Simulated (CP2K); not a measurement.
Two runs for the C K edge of cyanooxirane. Run A: CP2K XAS_TDP, all-electron GAPW, PBEh(45%), aug-cc-pVDZ, TDA, no relativity. Run B differs in one setting.

First lines with a strength over 0.0015. A:

```csv
atom,energy (eV),states,"strength, one atom"
C2 (bonded to C and N),282.18,1,0.0468
,282.43,1,0.0538
,286.48,1,0.0020
,286.56,1,0.0028
,286.73,1,0.0038
"C3 (bonded to 2 C, O and H)",284.72,1,0.0325
,286.16,1,0.0122
,286.90,1,0.0048
,287.68,1,0.0163
,287.74,1,0.0160
"C4 (bonded to C, O and 2 H)",284.44,1,0.0491
,285.63,1,0.0138
,285.98,1,0.0043
,286.58,1,0.0239
,287.21,1,0.0036
```

B:

```csv
atom,energy (eV),states,"strength, one atom"
C2 (bonded to C and N),288.84,1,0.0457
,289.09,1,0.0525
,293.14,1,0.0019
,293.21,1,0.0027
,293.39,1,0.0037
"C3 (bonded to 2 C, O and H)",290.82,1,0.0318
,292.27,1,0.0120
,293.00,1,0.0047
,293.79,1,0.0159
,293.85,1,0.0157
"C4 (bonded to C, O and 2 H)",290.74,1,0.0480
,291.94,1,0.0135
,292.29,1,0.0043
,292.88,1,0.0233
,293.52,1,0.0035
```

Question: Which was it: the basis, scalar relativity switched on, GW2X switched on, the functional?

GW2X switched on. GW2X shifts an atom's lines together and keeps their spacings. Against PBEh(45%) in aug-cc-pVDZ, the leading lines move by +6.66 eV (C2, to 288.84), +6.10 eV (C3, to 290.82) and +6.30 eV (C4, to 290.74).

[Banner, clock and machine lines of the logs are left out without a mark of their own.]

[Logs are printed without paths, hosts, clocks, repeated set-up lines and the standing remarks that a program may print on its own settings, such as how far it seeks lower states.]

[Hosts, paths, dates, database ids (printed as entryN), source tags and the programs' standing remarks are cut or masked in the printed files.]
